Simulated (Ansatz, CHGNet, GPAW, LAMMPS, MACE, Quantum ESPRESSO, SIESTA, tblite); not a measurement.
# Quantum ESPRESSO on glassy 68SiO2-14MgO-11ZnO-7BaO (mol %) (75 atoms): settings against a plane-wave reference

How near does Quantum ESPRESSO come to plane waves for glassy 68SiO2-14MgO-11ZnO-7BaO (mol %) (75 atoms)?

Program: Quantum ESPRESSO 7.5. Level of theory: the method is named at each step. Results are calculated unless marked as measured.

**1. The starting structure**

The cell holds 75 atoms: 19 Si, 4 Mg, 3 Zn, 2 Ba and 47 O. Its edges and angles: a = 10.675 Å, b = 10.675 Å, c = 10.675 Å, α = 90.0°, β = 90.0°, γ = 90.0°. 75 atoms (19 Si, 4 Mg, 3 Zn, 2 Ba, 47 O) placed at random at 2.53 g/cm³, melted at 4000 K for 10 ps at fixed volume with the Morse and Coulomb pair potential with partial charges (Pedone, Malavasi, Menziani, Cormack and Segre, J. Phys. Chem. B 110, 11780 (2006)). Quenched from 4000 K to 300 K at 25 K/ps and fixed volume, held 5 ps, then minimised at fixed cell.

The yardstick, on the same geometry:

- method: Kohn-Sham DFT, PBE, PAW, plane waves (Ansatz 0.2.0); cutoff 420 eV, Γ point, fermi-dirac smearing of 0.05 eV; PAW set soft_2
- r.m.s. force component: 0.8257 eV/Å
- longest force: 2.837 eV/Å
- pressure: 0.3664 GPa
- gap (highest filled to lowest empty level): 2.296 eV
- SCF cycles: 10
- time: 18 s on 4 threads of Arm Neoverse V1, shared host
- CPU time: 62 s

**2. PBE, sssp-1.3.0-efficiency, 60/480 Ry**

Method: Kohn-Sham DFT, PBE, SSSP efficiency 1.3.0 pseudopotentials, plane waves.

pw.in reads:

```
&control
  calculation = 'scf'
  pseudo_dir = './pseudo'
  outdir = './tmp'
  disk_io = 'none'
  tprnfor = .true.
  tstress = .true.
/
&system
  ibrav = 0
  nat = 75
  ntyp = 5
  ecutwfc = 60
  ecutrho = 480
  nosym = .true.
  occupations = 'smearing'
  smearing = 'fd'
  degauss = 0.003675
/
&electrons
  conv_thr = 3.8e-07
  electron_maxstep = 100
  mixing_beta = 0.4
  mixing_mode = 'plain'
  diagonalization = 'david'
/
ATOMIC_SPECIES
Si 28.085 Si.upf
Mg 24.305 Mg.upf
Zn 65.380 Zn.upf
Ba 137.327 Ba.upf
O 15.999 O.upf
CELL_PARAMETERS angstrom
10.67530 0.00000 0.00000
0.00000 10.67530 0.00000
0.00000 0.00000 10.67530
ATOMIC_POSITIONS crystal
Si 0.33380 0.89179 0.39710
Si 0.35101 0.39243 0.12862
Si 0.83909 0.30050 0.01938
Si 0.88301 0.56968 0.89116
Si 0.74645 0.18569 0.55531
Si 0.22956 0.92574 0.82540
Si 0.11094 0.99150 0.55964
Si 0.82333 0.90298 0.54356
Si 0.33523 0.58770 0.34966
Si 0.88730 0.77246 0.11012
Si 0.68416 0.71366 0.71993
Si 0.61440 0.88078 0.16931
Si 0.72800 0.10570 0.83823
Si 0.02846 0.27055 0.50718
Si 0.35660 0.41430 0.84085
Si 0.15822 0.63540 0.78830
Si 0.86569 0.66068 0.37554
Si 0.10064 0.54604 0.52237
Si 0.52462 0.89052 0.89226
Mg 0.71570 0.38200 0.31523
Mg 0.54022 0.47396 0.57765
Mg 0.59828 0.67722 0.41950
Mg 0.98489 0.02384 0.97254
Zn 0.05051 0.29448 0.18558
Zn 0.46740 0.12264 0.23979
Zn 0.16359 0.21393 0.95859
Ba 0.24800 0.80616 0.10876
Ba 0.42422 0.13939 0.65068
O 0.99278 0.86864 0.07259
O 0.32274 0.74220 0.35082
O 0.03230 0.28831 0.36102
O 0.27486 0.28708 0.83467
O 0.69973 0.17017 0.70143
O 0.43280 0.29571 0.20317
O 0.88622 0.24173 0.55182
O 0.85811 0.03658 0.84046
O 0.97093 0.93717 0.56149
O 0.65859 0.27762 0.47841
O 0.10731 0.14414 0.54414
O 0.45449 0.40940 0.72912
O 0.97903 0.22168 0.02614
O 0.52129 0.86306 0.04017
O 0.78254 0.62092 0.79046
O 0.21245 0.32951 0.10594
O 0.07620 0.40242 0.56772
O 0.61042 0.02249 0.20412
O 0.61052 0.01253 0.86450
O 0.21032 0.54225 0.42017
O 0.14621 0.63261 0.63823
O 0.02541 0.58867 0.83983
O 0.42605 0.91901 0.50617
O 0.97518 0.60306 0.46222
O 0.26601 0.53881 0.82760
O 0.45619 0.54601 0.42268
O 0.18549 0.96624 0.68979
O 0.75343 0.56329 0.36319
[... 15 atom lines left out ...]
O 0.74342 0.21264 0.94517
O 0.40398 0.42097 0.98766
O 0.86314 0.42764 0.93787
O 0.35361 0.98165 0.27877
K_POINTS gamma
```

Command:

```console
OMP_NUM_THREADS=1 mpirun -np 4 pw.x -in pw.in > output.txt
```

The log of the run:

```text
Program PWSCF
     gamma-point specific algorithms are used
     one sub-group per band group will be used
     scalapack distributed-memory algorithm (size of sub-group:  2*  2 procs)
     Parallelization info
     sticks:   dense  smooth     PW     G-vecs:    dense   smooth      PW
     Min        3890    1945    483               364478   128951   16091
     Max        3894    1948    486               364479   128954   16094
     Sum       15565    7785   1941              1457913   515811   64373
     bravais-lattice index     =            0
     lattice parameter (alat)  =      20.1734  a.u.
     unit-cell volume          =    8209.8811 (a.u.)^3
     number of atoms/cell      =           75
     number of atomic types    =            5
     number of electrons       =       446.00
     number of Kohn-Sham states=          268
     kinetic-energy cutoff     =      60.0000  Ry
     charge density cutoff     =     480.0000  Ry
     scf convergence threshold =      3.8E-07
     mixing beta               =       0.4000
     number of iterations used =            8  plain     mixing
     Exchange-correlation= SLA  PW   PBX  PBC
                           (   1   4   3   4   0   0   0)
     crystal axes: (cart. coord. in units of alat)
               a(1) = (   1.000000   0.000000   0.000000 )
               a(2) = (   0.000000   1.000000   0.000000 )
               a(3) = (   0.000000   0.000000   1.000000 )
     reciprocal axes: (cart. coord. in units 2 pi/alat)
               b(1) = (  1.000000  0.000000  0.000000 )
               b(2) = (  0.000000  1.000000  0.000000 )
               b(3) = (  0.000000  0.000000  1.000000 )
     PseudoPot. # 1 for Si:
     Pseudo is Ultrasoft + core correction, Zval =  4.0
     PseudoPot. # 2 for Mg:
     Pseudo is Projector augmented-wave + core cor, Zval =  2.0
     PseudoPot. # 3 for Zn:
     Pseudo is Ultrasoft, Zval = 20.0
     PseudoPot. # 4 for Ba:
     Pseudo is Projector augmented-wave + core cor, Zval = 10.0
     PseudoPot. # 5 for O :
     Pseudo is Projector augmented-wave + core cor, Zval =  6.0
     atomic species   valence    mass     pseudopotential
     Si                4.00    28.08500     Si( 1.00)
     Mg                2.00    24.30500     Mg( 1.00)
     Zn               20.00    65.38000     Zn( 1.00)
     Ba               10.00   137.32700     Ba( 1.00)
     O                 6.00    15.99900     O ( 1.00)
     No symmetry found
   Cartesian axes
     number of k points=     1  Fermi-Dirac smearing, width (Ry)=  0.0037
                       cart. coord. in units 2pi/alat
        k(    1) = (   0.0000000   0.0000000   0.0000000), wk =   2.0000000
     Dense  grid:   728957 G-vectors     FFT dimensions: ( 144, 144, 144)
     Smooth grid:   257906 G-vectors     FFT dimensions: ( 100, 100, 100)
     Initial potential from superposition of free atoms
     starting charge     445.9512, renormalised to     446.0000
     Starting wfcs are  329 randomized atomic wfcs
     Self-consistent Calculation
     iteration #  1     ecut=    60.00 Ry     beta= 0.40
     negative rho (up, down):  4.437E-02 0.000E+00
     total energy              =   -4569.16043224 Ry
     estimated scf accuracy    <      21.50002382 Ry
     iteration #  2     ecut=    60.00 Ry     beta= 0.40
     negative rho (up, down):  1.509E-01 0.000E+00
     total energy              =   -4574.07906398 Ry
     estimated scf accuracy    <       1.01522783 Ry
     iteration #  3     ecut=    60.00 Ry     beta= 0.40
     negative rho (up, down):  1.848E-01 0.000E+00
     total energy              =   -4574.13366901 Ry
     estimated scf accuracy    <       0.33497690 Ry
     iteration #  4     ecut=    60.00 Ry     beta= 0.40
     negative rho (up, down):  1.309E-01 0.000E+00
     total energy              =   -4574.16353311 Ry
     estimated scf accuracy    <       0.09069049 Ry
     iteration #  5     ecut=    60.00 Ry     beta= 0.40
     negative rho (up, down):  6.308E-02 0.000E+00
     total energy              =   -4574.16809955 Ry
     estimated scf accuracy    <       0.05736088 Ry
     iteration #  6     ecut=    60.00 Ry     beta= 0.40
     negative rho (up, down):  1.130E-03 0.000E+00
     total energy              =   -4574.17074005 Ry
     estimated scf accuracy    <       0.02224158 Ry
[...]
negative rho (up, down):  6.667E-08 0.000E+00
[...]
total energy              =   -4574.17201040 Ry
[...]
iteration # 13     ecut=    60.00 Ry     beta= 0.40
     total energy              =   -4574.17201169 Ry
     estimated scf accuracy    <       0.00000212 Ry
     iteration # 14     ecut=    60.00 Ry     beta= 0.40
     total energy              =   -4574.17201207 Ry
     estimated scf accuracy    <       0.00000052 Ry
     iteration # 15     ecut=    60.00 Ry     beta= 0.40
     End of self-consistent calculation
          k = 0.0000 0.0000 0.0000 ( 32187 PWs)   bands (ev):
  -121.9026-121.7026-121.0907 -76.1753 -76.0632 -76.0436 -76.0377 -75.8337
   -75.8074 -75.4387 -75.2132 -75.1763 -24.5316 -24.4127 -18.2756 -17.6847
   -17.5967 -17.5391 -17.3753 -17.2044 -17.1567 -17.0132 -16.9399 -16.8616
   -16.7369 -16.6680 -16.6295 -16.6187 -16.3747 -16.2943 -16.2769 -16.1639
   -16.1372 -16.0930 -16.0294 -15.9833 -15.9414 -15.8894 -15.8494 -15.7974
   -15.7524 -15.6670 -15.6366 -15.5506 -15.5076 -15.4629 -15.2515 -15.1837
   -15.1593 -15.0560 -14.9422 -14.6868 -14.6573 -14.5714 -14.4474 -14.4265
[...]
8.4272   8.5471   8.8342   8.8874   9.1153   9.1749   9.2013   9.3699
     9.4664   9.6686   9.7451   9.8134   9.8603   9.9251  10.0481  10.0712
    10.2044  10.2441  10.3067  10.3617  10.4324  10.4455  10.5432  10.6286
    10.6628  10.6970  10.7454  10.8119
     the Fermi energy is     4.2606 ev
!    total energy              =   -4574.17201208 Ry
     estimated scf accuracy    <       0.00000035 Ry
     smearing contrib. (-TS)   =      -0.00000000 Ry
     internal energy E=F+TS    =   -4574.17201208 Ry
     The total energy is F=E-TS. E is the sum of the following terms:
     one-electron contribution =   -3026.26014756 Ry
     hartree contribution      =    1713.90516342 Ry
     xc contribution           =    -649.04730395 Ry
     ewald contribution        =   -1291.34813657 Ry
     one-center paw contrib.   =   -1321.42158741 Ry
     convergence has been achieved in  15 iterations
     Forces acting on atoms (cartesian axes, Ry/au):
     atom    1 type  1   force =    -0.00000277    0.02327050    0.03725598
     atom    2 type  1   force =    -0.02972089    0.00260163   -0.02492893
     atom    3 type  1   force =     0.02445257    0.00871952   -0.02366008
     atom    4 type  1   force =     0.01235290    0.03373384    0.02437825
     atom    5 type  1   force =     0.07111233   -0.06135305    0.03423893
     atom    6 type  1   force =     0.00031575   -0.04213513   -0.01534441
[...]
atom   73 type  5   force =     0.03450821    0.02771054    0.00819885
     atom   74 type  5   force =     0.00114452   -0.00149041   -0.02748833
     atom   75 type  5   force =    -0.02784591    0.01253218   -0.07925085
     Total force =     0.494957     Total SCF correction =     0.000445
     Computing stress (Cartesian axis) and pressure
          total   stress  (Ry/bohr**3)                   (kbar)     P=        5.22
   0.00010403   0.00005693   0.00000969           15.30        8.38        1.43
   0.00005693  -0.00014789  -0.00003916            8.38      -21.76       -5.76
   0.00000969  -0.00003916   0.00015024            1.43       -5.76       22.10
     Message from routine punch:
     Nothing written, as per user request (disk_io='none')
```

The job ended after 3.7 min (4 MPI ranks of Arm Neoverse V1, shared host; peak memory 3.8 GiB).

Banners, paths, timers and routine set-up lines are dropped from the logs unmarked, and long logs keep their key lines alone; longer cuts are marked.

Numbers from this run, and their distance from the reference:

```
r.m.s. force component                           : 0.8484 eV/Å
r.m.s. difference of force components            : 32.74 meV/Å
longest difference of force vectors              : 142.8 meV/Å
force difference over r.m.s. force               : 3.965 %
slope of forces against the reference's          : 1.027
correlation of force components                  : 0.9996
gap (highest filled to lowest empty level) : 2.283 eV
gap difference                                   : -0.0129 eV
pressure                                         : 0.5213 GPa
pressure difference                              : 0.1549 GPa
```

Length of the force difference by element (eV/Å):

| element | atoms | mean | most |
| --- | --- | --- | --- |
| Ba | 2 | 0.023 | 0.029 |
| Mg | 4 | 0.032 | 0.041 |
| O | 47 | 0.051 | 0.14 |
| Si | 19 | 0.038 | 0.070 |
| Zn | 3 | 0.012 | 0.017 |

Levels nearest the highest filled one (eV from it): -1.37, -1.32, -1.26, -1.23, -1.09, -1.06, -0.80, -0.67, -0.59, -0.42, -0.28, 0.00, 2.28, 3.07, 3.71, 3.84, 4.03, 4.19, 4.20, 4.32, 4.35, 4.50, 4.62, 4.80.

A closer look about Ba27, one of the 2 Ba atoms: 11 atoms, nearest first, numbered in the order of the input, with positions taken from that point.

| atom | x | y | z | distance (Å) | Fx | Fy | Fz (eV/Å) |
| --- | --- | --- | --- | --- | --- | --- | --- |
| Ba27 | 0.00 | 0.00 | 0.00 | 0.00 | 0.14 | 0.24 | 0.61 |
| O30 | 0.80 | -0.68 | 2.58 | 2.79 | -0.45 | -0.34 | -1.16 |
| O29 | -2.72 | 0.67 | -0.39 | 2.83 | 2.09 | 1.39 | -0.38 |
| O75 | 1.13 | 1.87 | 1.81 | 2.84 | -0.72 | 0.32 | -2.04 |
| O63 | -0.63 | -0.31 | -2.83 | 2.92 | 0.03 | 0.27 | 0.60 |
| O42 | 2.92 | 0.61 | -0.73 | 3.07 | -1.08 | -0.46 | 0.07 |
| O59 | -0.82 | 2.31 | -1.97 | 3.14 | -0.74 | 0.32 | 1.28 |
| Si6 | -0.20 | 1.28 | -3.02 | 3.29 | 0.01 | -1.08 | -0.39 |
| O70 | 0.91 | -2.99 | 1.06 | 3.30 | -0.14 | 0.74 | -0.55 |
| Si1 | 0.92 | 0.91 | 3.08 | 3.34 | 0.00 | 0.60 | 0.96 |
| O65 | 1.42 | 1.26 | -2.81 | 3.39 | -0.05 | 0.40 | -0.35 |

Forces lie 4.0 % from the reference's, at 14 times its CPU time.

**3. Results**

```json
{
 "force difference from the reference": "QE PBE, sssp-1.3.0-efficiency, 60/480 Ry, 4.0 %",
 "its CPU time": "15 min"
}
```

PBE on plane waves or a grid with other potentials, cutoffs or grids differs from the reference by 4.0 % (QE PBE, sssp-1.3.0-efficiency, 60/480 Ry) of the r.m.s. force; this holds the reference's own error, so differences of a few per cent don't tell which side is nearer the exact PBE result (QE's 60 Ry are 816 eV, against the reference's 420 eV). PBE gaps agree with the reference's 2.30 eV within 0.013 eV. The potentials hold different valence shells: 454 electrons in the reference, 446 in Quantum ESPRESSO with SSSP; this bears on time and differences. The quench rate of 25 K/ps is many orders above laboratory rates, so the cell is likely richer in defects and strain than a real sample. The network of bonds at the start is that of the classical potential that made the cell, and needn't be the one that DFT or experiment would give. The reference's stress is far from hydrostatic: its diagonal is 1.4, -2.3, 2.0 GPa, compression counted positive. The electronic-structure runs sample only Γ, in a cell whose shortest periodic width is 11 Å. Spin–orbit coupling is left out, which matters for the levels of the heavy elements.

[Also dropped from logs without a mark: logging warnings of Python, and SIESTA's first energy breakdown and zero terms.]

[Logs are printed without paths, hosts, clocks, repeated set-up lines and the standing remarks that a program may print on its own settings, such as how far it seeks lower states.]

[Hosts, paths, dates, database ids (printed as entryN), source tags and the programs' standing remarks are cut or masked in the printed files.]
